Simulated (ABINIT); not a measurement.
# AgGeF3 (Pm-3m): zone-centre phonons, part 3 of 3

Which modes does AgGeF3 (Pm-3m) have at the zone centre?

ABINIT 10.8.3; DFT PBE, scalar-relativistic, plane waves, SPMS norm-conserving pseudopotentials.

So far. Step 4 (Relaxing the cell and atoms): The volume changes by -0.5 % in this run and stands -1.0 % from the first cell. Step 6 (Zone-centre response): The acoustic modes at Γ come out as far as 4.2 cm⁻¹ from zero, where they should vanish, a small numerical error. The lowest optical mode is imaginary, 199i cm⁻¹, an instability at this level and on this k mesh. The relaxed cell has a = 4.356 Å (conventional setting).

The structure was built from a prototype and need not be the compound's stable phase.

## (7) Zone-centre analysis

anaddb reads the merged derivatives and imposes the acoustic sum rule.

anaddb.abi reads:

```
ddb_filepath "gamma_DDB"
output_file "anaddb.abo"
outdata_prefix "anaddb"
asr 1
chneut 1
enunit 2
eivec 1
nph1l 1
qph1l 0.0 0.0 0.0 1.0
```

mrgddb.in reads:

```
gamma_DDB
merged
2
dfpt_gammao_DDB
gso_DDB
```

The run is started by

```sh
$ mrgddb < mrgddb.in > mrgddb.log
$ OMP_NUM_THREADS=1 anaddb anaddb.abi > anaddb.log
```

anaddb.abo, the main output file:

```text
-outvars_anaddb: echo values of input variables ----------------------

 Miscellaneous information :
      enunit         2
       eivec         1
         asr         1
 First list of wavevector (reduced coord.) :
       nph1l         1
       qph1l
                     0.00000000E+00  0.00000000E+00  0.00000000E+00    1.000E+00

================================================================================

 read the DDB information and perform some checks

  ==== Info on the Cryst% object ====
 Real(R)+Recip(G) space primitive vectors, cartesian coordinates (Bohr,Bohr^-1):
 R(1)=  8.2307088  0.0000000  0.0000000  G(1)=  0.1214962  0.0000000  0.0000000
 R(2)=  0.0000000  8.2307088  0.0000000  G(2)=  0.0000000  0.1214962  0.0000000
 R(3)=  0.0000000  0.0000000  8.2307088  G(3)=  0.0000000  0.0000000  0.1214962
 Unit cell volume ucvol=  5.5758581E+02 bohr^3
 Angles (23,13,12)=  9.00000000E+01  9.00000000E+01  9.00000000E+01 degrees
 Time-reversal symmetry is present
 Reduced atomic positions [iatom, xred, symbol]:
    1)    0.0000000  0.0000000  0.0000000  Ag
    2)    0.5000000  0.5000000  0.5000000  Ge
    3)    0.5000000  0.5000000  0.0000000   F
    4)    0.5000000  0.0000000  0.5000000   F
    5)    0.0000000  0.5000000  0.5000000   F

 DDB file with 3 blocks has been read.

================================================================================

 Treat the first list of vectors

  Phonon wavevector (reduced coordinates) :  0.00000  0.00000  0.00000
 Phonon energies in Hartree :
  -9.099012E-04 -9.099012E-04 -9.099012E-04 -3.534497E-04 -3.534497E-04
  -3.534497E-04 -3.223018E-04 -3.223018E-04 -3.223018E-04  0.000000E+00
   0.000000E+00  0.000000E+00  5.481240E-04  5.481240E-04  5.481240E-04
 Phonon energies in meV     :
- -2.475967E+01 -2.475967E+01 -2.475967E+01 -9.617857E+00 -9.617857E+00
- -9.617857E+00 -8.770279E+00 -8.770279E+00 -8.770279E+00  0.000000E+00
-  0.000000E+00  0.000000E+00  1.491521E+01  1.491521E+01  1.491521E+01
 Phonon frequencies in cm-1    :
- -1.997002E+02 -1.997002E+02 -1.997002E+02 -7.757325E+01 -7.757325E+01
- -7.757325E+01 -7.073707E+01 -7.073707E+01 -7.073707E+01  0.000000E+00
-  0.000000E+00  0.000000E+00  1.202993E+02  1.202993E+02  1.202993E+02
 Phonon frequencies in Thz     :
- -5.986862E+00 -5.986862E+00 -5.986862E+00 -2.325588E+00 -2.325588E+00
- -2.325588E+00 -2.120644E+00 -2.120644E+00 -2.120644E+00  0.000000E+00
-  0.000000E+00  0.000000E+00  3.606482E+00  3.606482E+00  3.606482E+00
 Phonon energies in Kelvin  :
- -2.873241E+02 -2.873241E+02 -2.873241E+02 -1.116106E+02 -1.116106E+02
- -1.116106E+02 -1.017749E+02 -1.017749E+02 -1.017749E+02  0.000000E+00
-  0.000000E+00  0.000000E+00  1.730839E+02  1.730839E+02  1.730839E+02

 Eigendisplacements
 (will be given, for each mode : in cartesian coordinates
   for each atom the real part of the displacement vector,
   then the imaginary part of the displacement vector - absolute values smaller than 1.0d-7 are set to zero)
  Mode number    1   Energy   -9.099012E-04
 Attention : low frequency mode.
   (Could be unstable or acoustic mode)
-  1  0.00000000E+00  0.00000000E+00  4.99891746E-05
-     0.00000000E+00  0.00000000E+00  0.00000000E+00
-  2  0.00000000E+00  0.00000000E+00 -7.39711250E-04
-     0.00000000E+00  0.00000000E+00  0.00000000E+00
-  3  0.00000000E+00  0.00000000E+00  4.89856438E-03
-     0.00000000E+00  0.00000000E+00  0.00000000E+00
-  4  0.00000000E+00  1.05004980E-07 -1.17764441E-03
-     0.00000000E+00  0.00000000E+00  0.00000000E+00
-  5  0.00000000E+00  0.00000000E+00 -1.17764441E-03
-     0.00000000E+00  0.00000000E+00  0.00000000E+00
  Mode number    2   Energy   -9.099012E-04
 Attention : low frequency mode.
   (Could be unstable or acoustic mode)
-  1  0.00000000E+00 -4.99891746E-05  0.00000000E+00
-     0.00000000E+00  0.00000000E+00  0.00000000E+00
-  2  0.00000000E+00  7.39711250E-04  0.00000000E+00
-     0.00000000E+00  0.00000000E+00  0.00000000E+00
-  3  0.00000000E+00  1.17764441E-03  1.05004978E-07
-     0.00000000E+00  0.00000000E+00  0.00000000E+00
-  4  0.00000000E+00 -4.89856438E-03  0.00000000E+00
-     0.00000000E+00  0.00000000E+00  0.00000000E+00
-  5  0.00000000E+00  1.17764441E-03  0.00000000E+00
-     0.00000000E+00  0.00000000E+00  0.00000000E+00
  Mode number    3   Energy   -9.099012E-04
 Attention : low frequency mode.
   (Could be unstable or acoustic mode)
-  1  4.99891746E-05  0.00000000E+00  0.00000000E+00
-     0.00000000E+00  0.00000000E+00  0.00000000E+00
-  2 -7.39711251E-04  0.00000000E+00  0.00000000E+00
-     0.00000000E+00  0.00000000E+00  0.00000000E+00
-  3 -1.17764441E-03  0.00000000E+00  0.00000000E+00
-     0.00000000E+00  0.00000000E+00  0.00000000E+00
-  4 -1.17764441E-03  0.00000000E+00  0.00000000E+00
-     0.00000000E+00  0.00000000E+00  0.00000000E+00
-  5  4.89856438E-03  0.00000000E+00  0.00000000E+00
-     0.00000000E+00  0.00000000E+00  0.00000000E+00
  Mode number    4   Energy   -3.534497E-04
 Attention : low frequency mode.
   (Could be unstable or acoustic mode)
-  1  0.00000000E+00  0.00000000E+00  1.53886471E-03
-     0.00000000E+00  0.00000000E+00  0.00000000E+00
-  2  0.00000000E+00  0.00000000E+00 -6.17888964E-04
-     0.00000000E+00  0.00000000E+00  0.00000000E+00
-  3  0.00000000E+00  0.00000000E+00 -1.59501231E-03
-     0.00000000E+00  0.00000000E+00  0.00000000E+00
-  4  0.00000000E+00  0.00000000E+00 -2.39022284E-03
-     0.00000000E+00  0.00000000E+00  0.00000000E+00
-  5  0.00000000E+00  0.00000000E+00 -2.39022284E-03
-     0.00000000E+00  0.00000000E+00  0.00000000E+00
  Mode number    5   Energy   -3.534497E-04
 Attention : low frequency mode.
   (Could be unstable or acoustic mode)
-  1  0.00000000E+00 -1.53886471E-03  0.00000000E+00
-     0.00000000E+00  0.00000000E+00  0.00000000E+00
-  2  0.00000000E+00  6.17888964E-04  0.00000000E+00
-     0.00000000E+00  0.00000000E+00  0.00000000E+00
-  3  0.00000000E+00  2.39022284E-03  0.00000000E+00
-     0.00000000E+00  0.00000000E+00  0.00000000E+00
-  4  0.00000000E+00  1.59501231E-03  0.00000000E+00
-     0.00000000E+00  0.00000000E+00  0.00000000E+00
-  5  0.00000000E+00  2.39022284E-03  0.00000000E+00
-     0.00000000E+00  0.00000000E+00  0.00000000E+00
  Mode number    6   Energy   -3.534497E-04
 Attention : low frequency mode.
   (Could be unstable or acoustic mode)
-  1  1.53886471E-03  0.00000000E+00  0.00000000E+00
-     0.00000000E+00  0.00000000E+00  0.00000000E+00
-  2 -6.17888964E-04  0.00000000E+00  0.00000000E+00
-     0.00000000E+00  0.00000000E+00  0.00000000E+00
-  3 -2.39022284E-03  0.00000000E+00  0.00000000E+00
-     0.00000000E+00  0.00000000E+00  0.00000000E+00
-  4 -2.39022284E-03  0.00000000E+00  0.00000000E+00
-     0.00000000E+00  0.00000000E+00  0.00000000E+00
-  5 -1.59501231E-03  0.00000000E+00  0.00000000E+00
-     0.00000000E+00  0.00000000E+00  0.00000000E+00
  Mode number    7   Energy   -3.223018E-04
 Attention : low frequency mode.
   (Could be unstable or acoustic mode)
-  1  0.00000000E+00  0.00000000E+00  0.00000000E+00
-     0.00000000E+00  0.00000000E+00  0.00000000E+00
-  2  0.00000000E+00  0.00000000E+00  0.00000000E+00
-     0.00000000E+00  0.00000000E+00  0.00000000E+00
-  3  0.00000000E+00  0.00000000E+00  0.00000000E+00
-     0.00000000E+00  0.00000000E+00  0.00000000E+00
-  4  0.00000000E+00  0.00000000E+00 -3.79967456E-03
-     0.00000000E+00  0.00000000E+00  0.00000000E+00
-  5  0.00000000E+00  0.00000000E+00  3.79967456E-03
-     0.00000000E+00  0.00000000E+00  0.00000000E+00
  Mode number    8   Energy   -3.223018E-04
 Attention : low frequency mode.
   (Could be unstable or acoustic mode)
-  1  0.00000000E+00  0.00000000E+00  0.00000000E+00
-     0.00000000E+00  0.00000000E+00  0.00000000E+00
-  2  0.00000000E+00  0.00000000E+00  0.00000000E+00
-     0.00000000E+00  0.00000000E+00  0.00000000E+00
-  3  0.00000000E+00  3.79967456E-03  0.00000000E+00
-     0.00000000E+00  0.00000000E+00  0.00000000E+00
-  4  0.00000000E+00  0.00000000E+00  0.00000000E+00
-     0.00000000E+00  0.00000000E+00  0.00000000E+00
-  5  0.00000000E+00 -3.79967456E-03  0.00000000E+00
-     0.00000000E+00  0.00000000E+00  0.00000000E+00
  Mode number    9   Energy   -3.223018E-04
 Attention : low frequency mode.
   (Could be unstable or acoustic mode)
-  1  0.00000000E+00  0.00000000E+00  0.00000000E+00
-     0.00000000E+00  0.00000000E+00  0.00000000E+00
-  2  0.00000000E+00  0.00000000E+00  0.00000000E+00
-     0.00000000E+00  0.00000000E+00  0.00000000E+00
-  3  3.79967456E-03  0.00000000E+00  0.00000000E+00
-     0.00000000E+00  0.00000000E+00  0.00000000E+00
-  4 -3.79967456E-03  0.00000000E+00  0.00000000E+00
-     0.00000000E+00  0.00000000E+00  0.00000000E+00
-  5  0.00000000E+00  0.00000000E+00  0.00000000E+00
-     0.00000000E+00  0.00000000E+00  0.00000000E+00
  Mode number   10   Energy    0.000000E+00
 Attention : low frequency mode.
   (Could be unstable or acoustic mode)
-  1  0.00000000E+00  0.00000000E+00 -1.51985706E-03
-     0.00000000E+00  0.00000000E+00  0.00000000E+00
-  2  0.00000000E+00  0.00000000E+00 -1.51992715E-03
-     0.00000000E+00  0.00000000E+00  0.00000000E+00
-  3  0.00000000E+00  0.00000000E+00 -1.51992029E-03
-     0.00000000E+00  0.00000000E+00  0.00000000E+00
-  4  0.00000000E+00  0.00000000E+00 -1.51990387E-03
-     0.00000000E+00  0.00000000E+00  0.00000000E+00
-  5  0.00000000E+00  0.00000000E+00 -1.51990387E-03
-     0.00000000E+00  0.00000000E+00  0.00000000E+00
  Mode number   11   Energy    0.000000E+00
 Attention : low frequency mode.
   (Could be unstable or acoustic mode)
-  1  0.00000000E+00  1.51985706E-03  0.00000000E+00
-     0.00000000E+00  0.00000000E+00  0.00000000E+00
-  2  0.00000000E+00  1.51992715E-03  0.00000000E+00
-     0.00000000E+00  0.00000000E+00  0.00000000E+00
-  3  0.00000000E+00  1.51990387E-03  0.00000000E+00
-     0.00000000E+00  0.00000000E+00  0.00000000E+00
-  4  0.00000000E+00  1.51992029E-03  0.00000000E+00
-     0.00000000E+00  0.00000000E+00  0.00000000E+00
-  5  0.00000000E+00  1.51990387E-03  0.00000000E+00
-     0.00000000E+00  0.00000000E+00  0.00000000E+00
  Mode number   12   Energy    0.000000E+00
 Attention : low frequency mode.
   (Could be unstable or acoustic mode)
-  1  1.51985706E-03  0.00000000E+00  0.00000000E+00
-     0.00000000E+00  0.00000000E+00  0.00000000E+00
-  2  1.51992715E-03  0.00000000E+00  0.00000000E+00
-     0.00000000E+00  0.00000000E+00  0.00000000E+00
-  3  1.51990387E-03  0.00000000E+00  0.00000000E+00
-     0.00000000E+00  0.00000000E+00  0.00000000E+00
-  4  1.51990387E-03  0.00000000E+00  0.00000000E+00
-     0.00000000E+00  0.00000000E+00  0.00000000E+00
-  5  1.51992029E-03  0.00000000E+00  0.00000000E+00
-     0.00000000E+00  0.00000000E+00  0.00000000E+00
  Mode number   13   Energy    5.481240E-04
-  1  0.00000000E+00  0.00000000E+00 -6.36459726E-04
-     0.00000000E+00  0.00000000E+00  0.00000000E+00
-  2  0.00000000E+00  0.00000000E+00  2.07750292E-03
-     0.00000000E+00  0.00000000E+00  0.00000000E+00
-  3  0.00000000E+00  0.00000000E+00  1.57792588E-04
-     0.00000000E+00  0.00000000E+00  0.00000000E+00
-  4  0.00000000E+00  0.00000000E+00 -2.24218808E-03
-     0.00000000E+00  0.00000000E+00  0.00000000E+00
-  5  0.00000000E+00  0.00000000E+00 -2.24218808E-03
-     0.00000000E+00  0.00000000E+00  0.00000000E+00
  Mode number   14   Energy    5.481240E-04
-  1  0.00000000E+00  6.36459726E-04  0.00000000E+00
-     0.00000000E+00  0.00000000E+00  0.00000000E+00
-  2  0.00000000E+00 -2.07750292E-03  0.00000000E+00
-     0.00000000E+00  0.00000000E+00  0.00000000E+00
-  3  0.00000000E+00  2.24218808E-03  0.00000000E+00
-     0.00000000E+00  0.00000000E+00  0.00000000E+00
-  4  0.00000000E+00 -1.57792588E-04  0.00000000E+00
-     0.00000000E+00  0.00000000E+00  0.00000000E+00
-  5  0.00000000E+00  2.24218808E-03  0.00000000E+00
-     0.00000000E+00  0.00000000E+00  0.00000000E+00
  Mode number   15   Energy    5.481240E-04
-  1  6.36459726E-04  0.00000000E+00  0.00000000E+00
-     0.00000000E+00  0.00000000E+00  0.00000000E+00
-  2 -2.07750292E-03  0.00000000E+00  0.00000000E+00
-     0.00000000E+00  0.00000000E+00  0.00000000E+00
-  3  2.24218808E-03  0.00000000E+00  0.00000000E+00
-     0.00000000E+00  0.00000000E+00  0.00000000E+00
-  4  2.24218808E-03  0.00000000E+00  0.00000000E+00
-     0.00000000E+00  0.00000000E+00  0.00000000E+00
-  5 -1.57792588E-04  0.00000000E+00  0.00000000E+00
-     0.00000000E+00  0.00000000E+00  0.00000000E+00

 Analysis of degeneracies and characters (maximum tolerance=1.00E-06 a.u.)
 For each vibration mode, or group of modes if degenerate,
 the characters are given for each symmetry operation (see the list in the log file).
 Symmetry characters of vibration mode #   1
       degenerate with vibration modes #   2 to    3
  3.0 -3.0 -1.0  1.0 -1.0  1.0 -1.0  1.0  1.0 -1.0 -1.0  1.0  1.0 -1.0 -1.0  1.0
  0.0 -0.0 -0.0  0.0 -0.0  0.0  0.0 -0.0  1.0 -1.0 -1.0  1.0 -1.0  1.0  1.0 -1.0
  0.0 -0.0 -0.0  0.0  0.0 -0.0 -0.0  0.0  1.0 -1.0  1.0 -1.0 -1.0  1.0 -1.0  1.0
 Symmetry characters of vibration mode #   4
       degenerate with vibration modes #   5 to    6
  3.0 -3.0 -1.0  1.0 -1.0  1.0 -1.0  1.0  1.0 -1.0 -1.0  1.0  1.0 -1.0 -1.0  1.0
  0.0 -0.0 -0.0  0.0  0.0 -0.0 -0.0  0.0  1.0 -1.0 -1.0  1.0 -1.0  1.0  1.0 -1.0
  0.0 -0.0  0.0 -0.0 -0.0  0.0 -0.0  0.0  1.0 -1.0  1.0 -1.0 -1.0  1.0 -1.0  1.0
 Symmetry characters of vibration mode #   7
       degenerate with vibration modes #   8 to    9
  3.0 -3.0 -1.0  1.0 -1.0  1.0 -1.0  1.0 -1.0  1.0  1.0 -1.0 -1.0  1.0  1.0 -1.0
 -0.0  0.0  0.0 -0.0 -0.0  0.0  0.0 -0.0 -1.0  1.0  1.0 -1.0  1.0 -1.0 -1.0  1.0
 -0.0  0.0 -0.0  0.0  0.0 -0.0  0.0 -0.0 -1.0  1.0 -1.0  1.0  1.0 -1.0  1.0 -1.0
 Symmetry characters of vibration mode #  10
       degenerate with vibration modes #  11 to   12
  3.0 -3.0 -1.0  1.0 -1.0  1.0 -1.0  1.0  1.0 -1.0 -1.0  1.0  1.0 -1.0 -1.0  1.0
 -0.0  0.0 -0.0  0.0  0.0 -0.0  0.0 -0.0  1.0 -1.0 -1.0  1.0 -1.0  1.0  1.0 -1.0
 -0.0  0.0  0.0 -0.0  0.0 -0.0 -0.0  0.0  1.0 -1.0  1.0 -1.0 -1.0  1.0 -1.0  1.0
 Symmetry characters of vibration mode #  13
       degenerate with vibration modes #  14 to   15
  3.0 -3.0 -1.0  1.0 -1.0  1.0 -1.0  1.0  1.0 -1.0 -1.0  1.0  1.0 -1.0 -1.0  1.0
 -0.0  0.0  0.0 -0.0 -0.0  0.0  0.0 -0.0  1.0 -1.0 -1.0  1.0 -1.0  1.0  1.0 -1.0
 -0.0  0.0 -0.0  0.0  0.0 -0.0  0.0 -0.0  1.0 -1.0  1.0 -1.0 -1.0  1.0 -1.0  1.0
-
```

Run time: 0.56 s. Hardware: 1 thread of Arm Neoverse V1, shared host.

Numbers from this step:

```
highest optical zone-centre mode (no LO-TO term) : 120.3 cm⁻¹
lowest optical zone-centre mode                  : -199.7 cm⁻¹
```

No LO-TO term; unit eigenvectors of the mass-weighted matrix, from anaddb's displacements. Modes at Γ, with each element's share of the kinetic energy (negative means imaginary):

```
mode  frequency (cm⁻¹)  symmetry  Ag %  Ge %  F %
   1            -199.7       T1u     0     7   93
   2            -199.7       T1u     0     7   93
   3            -199.7       T1u     0     7   93
   4             -77.6       T1u    47     5   48
   5             -77.6       T1u    47     5   48
   6             -77.6       T1u    47     5   48
   7             -70.7       T2u     0     0  100
   8             -70.7       T2u     0     0  100
   9             -70.7       T2u     0     0  100
  10               0.0  acoustic    45    31   24
  11               0.0  acoustic    45    31   24
  12               0.0  acoustic    45    31   24
  13             120.3       T1u     8    57   35
  14             120.3       T1u     8    57   35
  15             120.3       T1u     8    57   35
```

Displacements in mode 3 (-199.7 cm⁻¹), the largest set to 1:
```
Ag1  0.01  0.00  0.00
Ge2 -0.15  0.00  0.00
F3  -0.24  0.00  0.00
F4  -0.24  0.00  0.00
F5   1.00  0.00  0.00
```

Displacements in mode 15 (120.3 cm⁻¹), the largest set to 1:
```
Ag1  0.28  0.00  0.00
Ge2 -0.93  0.00  0.00
F3   1.00  0.00  0.00
F4   1.00  0.00  0.00
F5  -0.07  0.00  0.00
```

The rule also moves an optical mode by 0.6 cm⁻¹.

## (8) Results

```yaml
space_group_after_relaxation: Pm-3m
volume_per_atom: 16.5 Å³
highest_optical_zone_centre_mode_no_lo_to_term: 120.3 cm⁻¹
lowest_optical_zone_centre_mode: -199.7 cm⁻¹
imaginary_optical_modes_at_the_zone_centre_no_q_mesh_in_this_session: yes
```

What this shows: At the PBE level the optical modes of AgGeF3 (Pm-3m) at the zone centre run from 200i to 120 cm⁻¹, so the structure is a saddle point, with 9 modes beyond 10i cm⁻¹ there. These are harmonic frequencies at zero temperature: anharmonic shifts and linewidths and thermal expansion are left out. In a metal the frequencies hang on the k mesh and the smearing, most of all near Kohn anomalies. The structure is a hypothetical one, built on a prototype.

[Host names and launcher messages were left out of these logs when they were recorded.]

[Logs are printed without paths, hosts, clocks, repeated set-up lines and the standing remarks that a program may print on its own settings, such as how far it seeks lower states.]

[Hosts, paths, dates, database ids (printed as entryN), source tags and the programs' standing remarks are cut or masked in the printed files.]
